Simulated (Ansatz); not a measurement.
# PrMg2Ge2, from a guessed structure to a relaxed one

Starting from a made-up structure for PrMg2Ge2, the aim is the relaxed cell, its shortest contacts and, where a second run follows, its electronic structure.

Program: Ansatz 0.2.0. Level of theory: DFT, PBE, plane-wave PAW, default files, scalar-relativistic, ferromagnetic start, cell and ions relaxed at zero pressure, in the first sound run; inputs show where later runs differ. Results are calculated unless marked as measured.

In doubt: a part-filled 4f shell, where there is one, can sit in one of many states, so energies may not be the lowest and differences between runs may mislead; derivatives with an open 4f shell can jump between states, which bears on forces and vibrations.

### 1. The starting structure

Symmetry: I4/mmm, No. 139, tetragonal system. The conventional cell has a = 4.449 Å, b = 4.449 Å, c = 11.415 Å, α = 90.00°, β = 90.00°, γ = 90.00°. Nearest to Pr lie 8 Ge at 3.38 Å and 8 Mg at 3.62 Å. Nearest to Ge lie 1 Ge at 2.49 Å and 4 Mg at 2.74 Å and 4 Pr at 3.38 Å. Nearest to Mg lie 4 Ge at 2.74 Å and 4 Mg at 3.15 Å and 4 Pr at 3.62 Å. Farther neighbours are not listed.

Structure file:

```cif
data_structure
_symmetry_space_group_name_H-M 'I4/mmm'
_symmetry_Int_Tables_number 139
_cell_length_a 4.4490
_cell_length_b 4.4490
_cell_length_c 11.4150
_cell_angle_alpha 90.000
_cell_angle_beta 90.000
_cell_angle_gamma 90.000
_cell_volume 225.94
loop_
_atom_site_label
_atom_site_type_symbol
_atom_site_symmetry_multiplicity
_atom_site_Wyckoff_symbol
_atom_site_fract_x
_atom_site_fract_y
_atom_site_fract_z
_atom_site_occupancy
Pr1 Pr 2 a 0.00000 0.00000 0.00000 1
Ge1 Ge 4 e 0.00000 0.00000 0.39080 1
Mg1 Mg 4 d 0.00000 0.50000 0.25000 1
```

### 2. Relaxing cell and atoms

The guess takes its coordinates from another compound and its volume from a rule, so the cell and any free coordinates are relaxed together.

input.yaml

```yaml
crystal:
  lattice:
    - [-2.2245, 2.2245, 5.7075]
    - [2.2245, -2.2245, 5.7075]
    - [2.2245, 2.2245, -5.7075]
  atoms:
    - { symbol: Pr, position: [0.0, 0.0, 0.0], spin: 2.0 }
    - { symbol: Ge, position: [0.3908, 0.3908, 0.0] }
    - { symbol: Ge, position: [0.6092, 0.6092, 0.0] }
    - { symbol: Mg, position: [0.75, 0.25, 0.5] }
    - { symbol: Mg, position: [0.25, 0.75, 0.5] }
magnetization:
  spin_polarized: true
kpoints:
  mp_grid: { grid: [8, 8, 8] }
scf:
  occupations: { method: fermi_dirac, width: 0.05 }
hamiltonian:
  xc: pbe
  pseudopotentials: { kind: paw }
relax:
  f_tol: 0.015
  max_steps: 70
  cell: {}
output:
  forces: true
  stress: true
```

Launch:

```
$ ansatz run input.yaml --threads 4 --pin off --max-ram 10240MiB --backend cpu --events-out ev --progress --plain --runs-dir out
```

Numbers of over 12 decimals in the logs are rounded to 6 here.

Log:

```text
Warning: where an SCF of this run starts from atoms to list the orders of its open shells, Pr (site 0, from 0) starts with 2.02 μB on its 4f shell, in the place of the 2.00 μB that the deck gives it: an open f shell starts with all that it can hold by Hund's first rule. To start from spheres of the given moment, type scf.initial_density.shell_occupations: []
basis.fft_grid_basis auto: the FFT boxes are laid along the combinations [[1, 0, 1], [0, 1, 1], [0, 0, 1]] of the cell's own vectors, 4.449, 4.449 and 6.517 Å long. The dense box has 30×30×45 points. Along the cell's own vectors, as sized, it would have 45×45×45, 2.25 times as many. Of the 16 symmetry operations that the crystal satisfies within crystal.symmetry.tolerance (time reversal apart; of a slab, those that k [...]
band count auto-derived: 40 (N_el = 61.0; filled up to band 31; 38 by the electrons, moments and atoms)
Engine: ansatz 0.2.0, x86_64-unknown-linux-gnu
Pseudopotentials: kind: paw
Pseudopotential: Pr, paw, valence charge 13, recommended cutoff 420 eV (normal), Pr.paw.azcp
Pseudopotential: Ge, paw, valence charge 14, recommended cutoff 420 eV (normal), Ge.paw.azcp
Pseudopotential: Mg, paw, valence charge 10, recommended cutoff 420 eV (normal), Mg.paw.azcp
Functional definition: PBE
  parameter kappa = 0.804
  parameter beta = 0.066725
  exchange = pbe_x(kappa = kappa, mu = beta*pi^2/3)
  correlation = pbe_c(beta = beta)
Crystal: 5 atoms, lattice volume = 112.972 Å³
Basis set: ecut = 420 eV, 2203 PW (Γ), FFT grids on a1+a3, a2+a3, a3, exchange–correlation on 60×60×90 points (8 copies of the dense FFT grid, shifted against one another)
Bands: 40, of which v1, the nominal top of the filled ones, is band 31 counted from 1 (30 counted from 0)
Symmetry: 16 space group operations
Space group: I4/mmm (ITA 139), of the structure as read, at distance tolerance 4.8e-5 Å
Magnetic group: BNS 139.531 (UNI 1191), of the structure as read, at distance tolerance 4.8e-5 Å
k-points: 59 of 512
Non-local potential: Pr, projectors of the file, l = 0: 3, l = 1: 2, l = 2: 2, l = 3: 3
Non-local potential: Ge, projectors of the file, l = 0: 2, l = 1: 2, l = 2: 3, l = 3: 1
Non-local potential: Mg, projectors of the file, l = 0: 3, l = 1: 2, l = 2: 1
PAW form: soft (Blöchl's): semilocal exchange-correlation on the pseudo side does not see the compensation charge
PAW one-centre angular grid: Pr, 590 points (default); XC on 64 Gauss nodes
PAW one-centre angular grid: Ge, 590 points (default); XC on 64 Gauss nodes
PAW one-centre angular grid: Mg, 110 points (default); XC on 64 Gauss nodes
Initial density: superposition of atomic densities (chi_scale 0.1, normalization cell, long waves kept (reshape's long-wave potential 0.00 eV rms))
Starting moments: Σ|m| = 2 μB on 1 of 5 sites
Initial wavefunctions: pseudopotential atomic-orbital guess
Functional: x = pbe(κ = 0.804, μ = 0.219515), c = pbe(β = 0.066725)
SCF iter   1: F=—  HF=-19374.428881 eV  |F-HF|=—  |Δ(HF+E_count)|=         —  Δρ=3.63e-2 (↑3.63e-2 ↓2.56e-2)  dr2=4.69e0  dr2_m=6.07e-1  M=2.337 μB ∫|m|=2.432 μB  β_m=0.30  ethr=3.10e-3  ⟨swp⟩=6.1  Hψ=17763  notcnv=0  defer=1
Mixer restart at iter 1: flushing history
preconditioner: auto → Kerker (q_TF=auto, 2.462 Å⁻¹)  [metal: Δε(μ)=0.001 eV  Ē_g=15.425 eV  σ=0.050 eV  W_gap=0.00  n_scr=32 (ndim 8)  ℏωp=22.9 eV  f_vac=0.000  D(μ)=19.54/eV (n_scr^D=326)]
spin=Collinear: Kerker preconditioning applied to the charge; magnetization (m = ρ↑ − ρ↓) channel mixes plain (no charge-response kernel on spin).
SCF iter   2: F=—  HF=-19374.390102 eV  |F-HF|=—  |Δ(HF+E_count)|=   3.88e-2  Δρ=2.57e-2 (↑2.57e-2 ↓1.77e-2)  dr2=2.23e0  dr2_m=2.94e-1  M=2.359 μB ∫|m|=2.454 μB  β_m=0.59  ethr=3.10e-3  ⟨swp⟩=2.6  Hψ=7097  notcnv=0  defer=145
SCF iter   3: F=—  HF=-19374.531620 eV  |F-HF|=—  |Δ(HF+E_count)|=   1.42e-1  Δρ=9.53e-3 (↑9.53e-3 ↓4.04e-3)  dr2=2.52e-1  dr2_m=2.13e-2  M=2.463 μB ∫|m|=2.566 μB  β_m=0.68  ethr=3.10e-3  ⟨swp⟩=3.1  Hψ=8989  notcnv=0  defer=116
SCF iter   4: F=—  HF=-19374.571275 eV  |F-HF|=—  |Δ(HF+E_count)|=   3.97e-2  Δρ=2.67e-3 (↑2.67e-3 ↓2.03e-3)  dr2=2.82e-2  dr2_m=2.08e-3  M=2.506 μB ∫|m|=2.626 μB  β_m=0.78  ethr=4.13e-4  ⟨swp⟩=3.6  Hψ=9970  notcnv=0  defer=97
SCF iter   5: F=—  HF=-19374.571411 eV  |F-HF|=—  |Δ(HF+E_count)|=   1.36e-4  Δρ=1.05e-3 (↑1.05e-3 ↓6.60e-4)  dr2=3.24e-3  dr2_m=2.77e-4  M=2.515 μB ∫|m|=2.639 μB  β_m=0.83  ethr=4.63e-5  ⟨swp⟩=2.6  Hψ=8618  notcnv=0  defer=103
SCF iter   6: F=—  HF=-19374.571357 eV  |F-HF|=—  |Δ(HF+E_count)|=   5.44e-5  Δρ=4.89e-4 (↑4.89e-4 ↓3.61e-4)  dr2=1.12e-3  dr2_m=4.27e-5  M=2.519 μB ∫|m|=2.645 μB  β_m=0.81  ethr=5.31e-6  ⟨swp⟩=2.1  Hψ=8374  notcnv=0  defer=105
SCF iter   7: F=—  HF=-19374.571113 eV  |F-HF|=—  |Δ(HF+E_count)|=   2.44e-4  Δρ=3.11e-4 (↑3.11e-4 ↓8.42e-5)  dr2=1.03e-4  dr2_m=2.34e-5  M=2.520 μB ∫|m|=2.649 μB  β_m=0.90  ethr=1.83e-6  ⟨swp⟩=2.0  Hψ=8048  notcnv=0  defer=105
SCF iter   8: F=—  HF=-19374.571254 eV  |F-HF|=—  |Δ(HF+E_count)|=   1.40e-4  Δρ=5.86e-5 (↑5.86e-5 ↓3.06e-5)  dr2=9.04e-6  dr2_m=5.85e-7  M=2.519 μB ∫|m|=2.649 μB  β_m=0.95  ethr=1.70e-7  ⟨swp⟩=2.0  Hψ=8485  notcnv=0  defer=105
SCF iter   9: F=—  HF=-19374.576599 eV  |F-HF|=—  |Δ(HF+E_count)|=   5.35e-3  Δρ=2.60e-5 (↑2.60e-5 ↓1.27e-5)  dr2=1.41e-6  dr2_m=1.41e-7  M=2.519 μB ∫|m|=2.649 μB  β_m=0.98  ethr=1.48e-8  ⟨swp⟩=2.0  Hψ=7649  notcnv=0  defer=105
SCF iter  10: F=—  HF=-19374.576600 eV  |F-HF|=—  |Δ(HF+E_count)|=   3.84e-7  Δρ=7.84e-6 (↑7.84e-6 ↓4.45e-6)  dr2=1.14e-7  dr2_m=1.38e-8  M=2.519 μB ∫|m|=2.649 μB  β_m=0.99  ethr=2.32e-9  ⟨swp⟩=2.0  Hψ=7551  notcnv=0  defer=105
SCF iter  11: F=—  HF=-19374.576600 eV  |F-HF|=—  |Δ(HF+E_count)|=   2.88e-8  Δρ=3.07e-6 (↑3.07e-6 ↓1.49e-6)  dr2=2.68e-8  dr2_m=1.96e-9  M=2.519 μB ∫|m|=2.649 μB  β_m=0.99  ethr=1.87e-10  ⟨swp⟩=2.0  Hψ=7536  notcnv=0  defer=105
SCF iter  12: F=—  HF=-19374.576600 eV  |F-HF|=—  |Δ(HF+E_count)|=   5.69e-9  Δρ=2.60e-6 (↑2.60e-6 ↓4.20e-7)  dr2=1.03e-8  dr2_m=1.79e-9  M=2.519 μB ∫|m|=2.649 μB  β_m=0.88  ethr=4.39e-11  ⟨swp⟩=2.0  Hψ=7559  notcnv=0  defer=105
SCF iter  13: F=-19374.576600 eV  HF=-19374.576600 eV  |F-HF|=8.16e-8  |Δ(HF+E_count)|=   6.01e-9  Δρ=7.57e-6 (↑7.57e-6 ↓5.55e-7)  dr2=8.27e-8  dr2_m=1.47e-8  M=2.519 μB ∫|m|=2.649 μB  ethr=1.68e-11  ⟨swp⟩=2.0  Hψ=12999  notcnv=0
SCF 1 converged in 13 iterations: F = -19374.576600 eV  dr2 = 8.27e-8
  greatest PAW one-centre occupation: 1.000 electrons in one spin orbital (limit 2), on the Mg atom at site 4 (counted from 0), in its partial waves of l = 0
[...]
SCF iter   5: F=—  HF=-19374.644018 eV  |F-HF|=—  |Δ(HF+E_count)|=   7.62e-6  Δρ=3.50e-5 (↑3.50e-5 ↓7.67e-6)  dr2=2.28e-6  dr2_m=2.31e-7  M=2.381 μB ∫|m|=2.513 μB  β_m=0.91  ethr=1.13e-8  ⟨swp⟩=2.0  Hψ=7556  notcnv=0
SCF iter   6: F=—  HF=-19374.644020 eV  |F-HF|=—  |Δ(HF+E_count)|=   2.08e-6  Δρ=8.84e-6 (↑8.84e-6 ↓7.32e-6)  dr2=1.42e-7  dr2_m=1.81e-8  M=2.381 μB ∫|m|=2.513 μB  β_m=0.81  ethr=3.75e-9  ⟨swp⟩=2.5  Hψ=7657  notcnv=0
SCF iter   7: F=—  HF=-19374.644020 eV  |F-HF|=—  |Δ(HF+E_count)|=   2.88e-7  Δρ=4.48e-6 (↑4.48e-6 ↓2.31e-6)  dr2=6.57e-8  dr2_m=3.46e-9  M=2.381 μB ∫|m|=2.514 μB  β_m=0.91  ethr=2.32e-10  ⟨swp⟩=2.0  Hψ=7763  notcnv=0
SCF iter   8: F=-19374.644020 eV  HF=-19374.644020 eV  |F-HF|=2.40e-7  |Δ(HF+E_count)|=   1.75e-8  Δρ=1.31e-5 (↑1.31e-5 ↓1.12e-6)  dr2=2.42e-7  dr2_m=4.33e-8  M=2.381 μB ∫|m|=2.513 μB  ethr=1.08e-10  ⟨swp⟩=2.1  Hψ=15827  notcnv=0
SCF 3 converged in 8 iterations: F = -19374.644020 eV  dr2 = 2.42e-7
relax step   3: F+E_penalty+E_count = -19374.64401961 eV  Δ(F+E_penalty+E_count) = -3.598e-3 eV  max|allowed force component| = 7.807e-3 eV/Å  Δτ_max = 0.0027 Å  P = +0.040 GPa  Ω = 111.363 Å³  energy of the carried Pulay correction = +2.430e-4 eV  (8 SCF iters, dr2 threshold 5.00e-7 eV, accepted)
[...]
relax step   4: F+E_penalty+E_count = -19374.64405159 eV  Δ(F+E_penalty+E_count) = -3.197e-5 eV  max|allowed force component| = 1.182e-3 eV/Å  Δτ_max = 0.0001 Å  P = +0.003 GPa  Ω = 111.437 Å³  energy of the carried Pulay correction = +2.318e-4 eV  (8 SCF iters, dr2 threshold 2.85e-8 eV, accepted)
Initial wavefunctions: pseudopotential atomic-orbital guess (no wavefunctions were taken with the density)
iter 1 solved again at ethr=6.46e-8 eV; its pass at ethr=3.10e-3 eV (dr2=3.94e-5 eV) is discarded
SCF iter   1: F=—  HF=-19374.641199 eV  |F-HF|=—  |Δ(HF+E_count)|=         —  Δρ=3.50e-4 (↑3.50e-4 ↓3.50e-4)  dr2=1.21e-5  dr2_m=7.74e-8  M=2.379 μB ∫|m|=2.512 μB  β_m=0.65  ethr=6.46e-8  ⟨swp⟩=3.1  Hψ=31073  notcnv=0
spin=Collinear: Kerker preconditioning applied to the charge; magnetization (m = ρ↑ − ρ↓) channel mixes plain (no charge-response kernel on spin).
SCF iter   2: F=—  HF=-19374.643666 eV  |F-HF|=—  |Δ(HF+E_count)|=   2.47e-3  Δρ=1.26e-4 (↑1.26e-4 ↓1.26e-4)  dr2=1.64e-6  dr2_m=3.70e-8  M=2.378 μB ∫|m|=2.512 μB  β_m=0.64  ethr=1.99e-8  ⟨swp⟩=2.0  Hψ=5507  notcnv=0
SCF iter   3: F=—  HF=-19374.644021 eV  |F-HF|=—  |Δ(HF+E_count)|=   3.55e-4  Δρ=1.17e-5 (↑1.17e-5 ↓1.17e-5)  dr2=3.29e-8  dr2_m=7.49e-10  M=2.378 μB ∫|m|=2.512 μB  β_m=0.60  ethr=2.69e-9  ⟨swp⟩=2.1  Hψ=6827  notcnv=0
SCF iter   4: F=—  HF=-19374.644023 eV  |F-HF|=—  |Δ(HF+E_count)|=   2.93e-6  Δρ=1.65e-6 (↑1.32e-6 ↓1.65e-6)  dr2=1.40e-8  dr2_m=2.61e-10  M=2.378 μB ∫|m|=2.512 μB  β_m=0.66  ethr=5.39e-11  ⟨swp⟩=2.0  Hψ=7276  notcnv=0
SCF iter   5: F=—  HF=-19374.644023 eV  |F-HF|=—  |Δ(HF+E_count)|=   1.82e-9  Δρ=7.90e-7 (↑7.26e-7 ↓7.90e-7)  dr2=3.88e-9  dr2_m=1.48e-10  M=2.378 μB ∫|m|=2.512 μB  β_m=0.66  ethr=2.30e-11  ⟨swp⟩=2.5  Hψ=7116  notcnv=0
SCF iter   6: F=—  HF=-19374.644027 eV  |F-HF|=—  |Δ(HF+E_count)|=   3.92e-6  Δρ=1.18e-6 (↑1.18e-6 ↓7.50e-7)  dr2=6.27e-9  dr2_m=1.17e-10  M=2.378 μB ∫|m|=2.512 μB  β_m=0.66  ethr=6.36e-12  ⟨swp⟩=2.8  Hψ=8861  notcnv=0
SCF iter   7: F=—  HF=-19374.644027 eV  |F-HF|=—  |Δ(HF+E_count)|=  4.47e-10  Δρ=1.10e-6 (↑1.10e-6 ↓6.86e-7)  dr2=5.23e-9  dr2_m=1.00e-10  M=2.378 μB ∫|m|=2.512 μB  β_m=0.83  ethr=6.36e-12  ⟨swp⟩=1.0  Hψ=4720  notcnv=0
SCF iter   8: F=—  HF=-19374.644027 eV  |F-HF|=—  |Δ(HF+E_count)|=   2.11e-9  Δρ=7.20e-7 (↑7.20e-7 ↓3.85e-7)  dr2=1.61e-9  dr2_m=5.55e-11  M=2.378 μB ∫|m|=2.512 μB  β_m=0.75  ethr=6.36e-12  ⟨swp⟩=2.0  Hψ=5398  notcnv=0
SCF iter   9: F=—  HF=-19374.644027 eV  |F-HF|=—  |Δ(HF+E_count)|=   1.43e-9  Δρ=4.66e-7 (↑4.66e-7 ↓2.25e-7)  dr2=5.97e-10  dr2_m=2.93e-11  M=2.378 μB ∫|m|=2.512 μB  β_m=0.88  ethr=2.63e-12  ⟨swp⟩=2.0  Hψ=5385  notcnv=0
SCF iter  10: F=—  HF=-19374.644027 eV  |F-HF|=—  |Δ(HF+E_count)|=  9.75e-10  Δρ=7.63e-8 (↑7.63e-8 ↓5.67e-8)  dr2=8.78e-12  dr2_m=2.16e-12  M=2.378 μB ∫|m|=2.512 μB  β_m=0.94  ethr=1.00e-12  ⟨swp⟩=2.0  Hψ=7400  notcnv=0
SCF iter  11: F=—  HF=-19374.644027 eV  |F-HF|=—  |Δ(HF+E_count)|=  2.18e-11  Δρ=2.01e-7 (↑2.01e-7 ↓3.29e-8)  dr2=6.36e-11  dr2_m=9.50e-12  M=2.378 μB ∫|m|=2.512 μB  β_m=0.97  ethr=1.00e-12  ⟨swp⟩=1.2  Hψ=4744  notcnv=0
SCF iter  12: F=-19374.644027 eV  HF=-19374.644027 eV  |F-HF|=1.46e-11  |Δ(HF+E_count)|=  7.28e-12  Δρ=1.15e-7 (↑1.15e-7 ↓7.39e-9)  dr2=1.94e-11  dr2_m=3.30e-12  M=2.378 μB ∫|m|=2.512 μB  ethr=1.00e-12  ⟨swp⟩=2.2  Hψ=12985  notcnv=0
SCF 5 converged in 12 iterations: F = -19374.644027 eV  dr2 = 1.94e-11
relax step   5: F+E_penalty+E_count = -19374.64402737 eV  Δ(F+E_penalty+E_count) = +2.421e-5 eV  max|allowed force component| = 1.147e-3 eV/Å  Δτ_max = 0.0000 Å  P = +0.007 GPa  Ω = 111.437 Å³  stress off target by 1.90e-2 GPa  SCF on the basis re-selected at this cell (its energy is not comparable with the rows above)  (12 SCF iters)
basis re-selected at this cell: Δ(F+E_penalty+E_count) = +2.421e-5 eV, ΔP = +0.004 GPa vs the last step (what re-selecting the basis moved, of the pressure what is left beyond the Pulay correction that the steps carried, after the strain that the cell walked since its last selection, with what the two solves' SCF thresholds leave and, on support functions, any second-order correction that the steps lacked; it is no m [...]
SCF converged after 12 iterations
Magnetization: 2.3783 μB (31.6891 up, 29.3109 down)
Absolute magnetization: 2.5106 μB (∫|ρ↑−ρ↓|, with the PAW one-centre terms)
Spin contamination: 0.0721 ħ² per cell (⟨S²⟩ above its minimum at these occupations)
Per-site moments (μB) at R_I (Å): [(2.250249, 1.368044), (-0.015289, 1.053935), (-0.015289, 1.053935), (-0.00309244, 1.134357), (-0.00309244, 1.134357)]
Free energy (F): -19374.644027 eV
Harris-Foulkes:  -19374.644027 eV  (|F-HF|=1.46e-11)
Internal energy: -19374.598528 eV  (E = F + TS)
E sigma→0 (E₀):  -19374.621278 eV
Entropy (-TS):   -0.045499 eV (-9.100 meV/atom)
Fermi energy:    9.759712 eV
--- Per-component energies (eV) ---
  E_band       = -934.787479
  E_kinetic    = 713.109289
  E_local      = -8452.423111  (includes V_loc(G=0)·N_el)
  E_nonlocal   = 1095.753258
  E_hartree    = 3420.106656
  E_xc         = -431.338272
  E_vxc        = -447.713305  (∫ρ·V_xc dr)
  E_paw        = -10269.846202  (= ΣΔE_a)
  E_vpaw       = -683.727505  (= ΣTr[D̂ρ^β])
  E_aug_tail   = 0.000530  (compensation charges beyond the density's cutoff)
  E_ewald      = -5449.960677
  E_smearing   = -0.045499  (= −TS)
  E_closure    = -0.000000  (closes the sum)
  Σ components = -19374.644027   (vs F -19374.644027, Δ=0.00e0)
--- Forces (eV/Å), atoms counted from 1 ---
  atom   1  Pr     0.00000000     0.00000000    -0.00000000
  atom   2  Ge     0.00000000     0.00000000    -0.00114729
  atom   3  Ge     0.00000000     0.00000000     0.00114729
  atom   4  Mg     0.00000000    -0.00000000     0.00000000
  atom   5  Mg     0.00000000     0.00000000     0.00000000
  max |Σ_I F_I| component: 2.04e-17 eV/Å
--- Stress (GPa, compression-positive) ---
        0.000691       0.000000       0.000000
        0.000000       0.000691       0.000000
        0.000000       0.000000       0.018967
  P = ⅓ Tr σ = 0.0068 GPa (0.068 kbar)
--- Relaxed structure (4 steps of the walk, 4 accepted, 1 SCFs on fresh bases) ---
  F+E_penalty+E_count = -19374.64402737 eV   max|allowed force component| = 1.147e-3 eV/Å   (the final SCF, on the basis selected at the relaxed cell)
  cell:  # Å, volume = 111.4367 Å³
    - [-2.164136, 2.164136, 5.948383]
    - [2.164136, -2.164136, 5.948383]
    - [2.164136, 2.164136, -5.948383]
  atoms:
    - { symbol: Pr, position: [0, 0, 0] }
    - { symbol: Ge, position: [0.392618, 0.392618, 0] }
    - { symbol: Ge, position: [0.607382, 0.607382, 0] }
    - { symbol: Mg, position: [0.75, 0.25, 0.5] }
    - { symbol: Mg, position: [0.25, 0.75, 0.5] }
```

It took 35 s on 4 threads of Intel Xeon Platinum 8488C (Sapphire Rapids), shared host; peak memory 0.79 GiB; 2.1 min of CPU time.

Relaxation path:

```csv
step,energy less that of the first step (eV),largest force component (eV/Å),pressure (GPa),volume (Å³)
1,0.0000,0.2044,-0.52,112.97
2,-0.0638,0.0169,0.66,110.15
3,-0.0674,0.0078,0.04,111.36
4,-0.0675,0.0012,0.00,111.44
5*,-0.0674,0.0011,0.01,111.44
```

Relaxation steps marked * repeat the geometry before them on a plane-wave basis chosen anew for their cell, so energy and pressure can jump there.

The run keeps the 16 symmetry operations that it works with, so distortions that break them were not tested.

```csv
"conventional cell, symmetrised",before,after,change
a (Å),4.449,4.328,-2.7 %
b (Å),4.449,4.328,-2.7 %
c (Å),11.415,11.897,+4.2 %
volume (Å³/atom),22.59,22.29,-1.4 %
```

The atoms that moved most (Å, as changes of fractional coordinates times the final cell):

```csv
atom,dx,dy,dz,length
Ge3,0.000,0.000,-0.022,0.022
Ge2,0.000,0.000,0.022,0.022
```

The relaxed structure:

```xyz
5
Lattice="-2.1641 2.1641 5.9484 2.1641 -2.1641 5.9484 2.1641 2.1641 -5.9484" Properties=species:S:1:pos:R:3 pbc="T T T"
Pr    0.0000    0.0000    0.0000
Ge    0.0000    0.0000    4.6709
Ge    0.0000    0.0000    7.2259
Mg    0.0000    2.1641    2.9742
Mg    2.1641    0.0000    2.9742
```

This step gave:

```
free energy             : -19374.6440 eV
energy at zero smearing : -19374.6213 eV
smearing term TS        : 0.04550 eV
Fermi energy            : 9.760 eV
magnetization           : 2.378 μB
absolute magnetization  : 2.511 μB
site moments            : 2.250, -0.01529, -0.01529, -0.003092, -0.003092 μB
electrons               : 61
symmetry operations     : 16
pressure                : 0.006783 GPa
```

Site moment by atom:

```csv
atom,site moment (μB)
Pr1,2.25
Ge2,-0.02
Ge3,-0.02
Mg4,0.00
Mg5,0.00
```

The shortest distance of each pair, which need not be the same contact before and after:

```csv
pair,guess (Å),relaxed (Å)
Ge–Ge,2.493,2.555
Ge–Mg,2.744,2.750
Mg–Mg,3.146,3.061
Ge–Pr,3.384,3.316
Mg–Pr,3.618,3.678
```

The relaxation ends with a largest force component of 0.0011 eV/Å and a pressure of 0.01 GPa.

[end of part 1 of 2]

[Logs are printed without paths, hosts, clocks, repeated set-up lines and the standing remarks that a program may print on its own settings, such as how far it seeks lower states.]

[Hosts, paths, dates, database ids (printed as entryN), source tags and the programs' standing remarks are cut or masked in the printed files.]
